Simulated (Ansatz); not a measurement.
The compound is OsBr2 (1T sheet).

The cell holds 3 atoms: 1 Os and 2 Br. Its edges and angles: a = 3.752 Å, b = 3.752 Å, c = 30.253 Å, α = 90.0°, β = 90.0°, γ = 120.0°. Vacuum lies along c.

```xyz
3
Lattice="0.0000 2.6529 2.6529 2.6529 -2.6529 0.0000 17.4666 17.4666 -17.4666" Properties=species:S:1:pos:R:3
Os    5.5502    5.5502   -5.5502
Br    8.0292    5.3762   -5.3762
Br    5.7242    5.7242   -3.0713
```

The structure was relaxed with LDA. The structure was generated from a model, not taken from a measurement. The runs that relaxed it are not among those shown. The program's search for lower electronic states was switched off, so nothing shows that the state found is the lowest. Spin-orbit coupling is left out unless a run names it. PAW set soft_2, made with PBE.

A constrained-RPA run (Ansatz 0.2.0; non-magnetic LDA; Os d, bands v3 to c2, 6×6×1 mesh, medium accuracy) builds 5 functions on bands 4.0 eV wide, with 6.0 electrons in the window. The bare on-site interaction is 10.5 eV and the bare J 0.35 eV.

**Question.** Estimate U, U′ and J.

On the Os d shell, U = 3.41 eV (32 % of the bare value), U′ = 2.84 eV, J = 0.25 eV.

The parent state is non-magnetic and the interaction static (zero frequency); U depends on the window and the orbitals, so it belongs to this model alone. Spin-orbit coupling, which is strong for atoms this heavy, is left out.

[Paths, hosts, dates, memory and timing lines, banners, echoed tables and standing remarks are left out of the program output.]

[Logs are printed without paths, hosts, clocks, repeated set-up lines and the standing remarks that a program may print on its own settings, such as how far it seeks lower states.]

[Runs of the session that timed out or met a known fault of the program may be left out.]

[Hosts, paths, dates, database ids (printed as entryN), source tags and the programs' standing remarks are cut or masked in the printed files.]
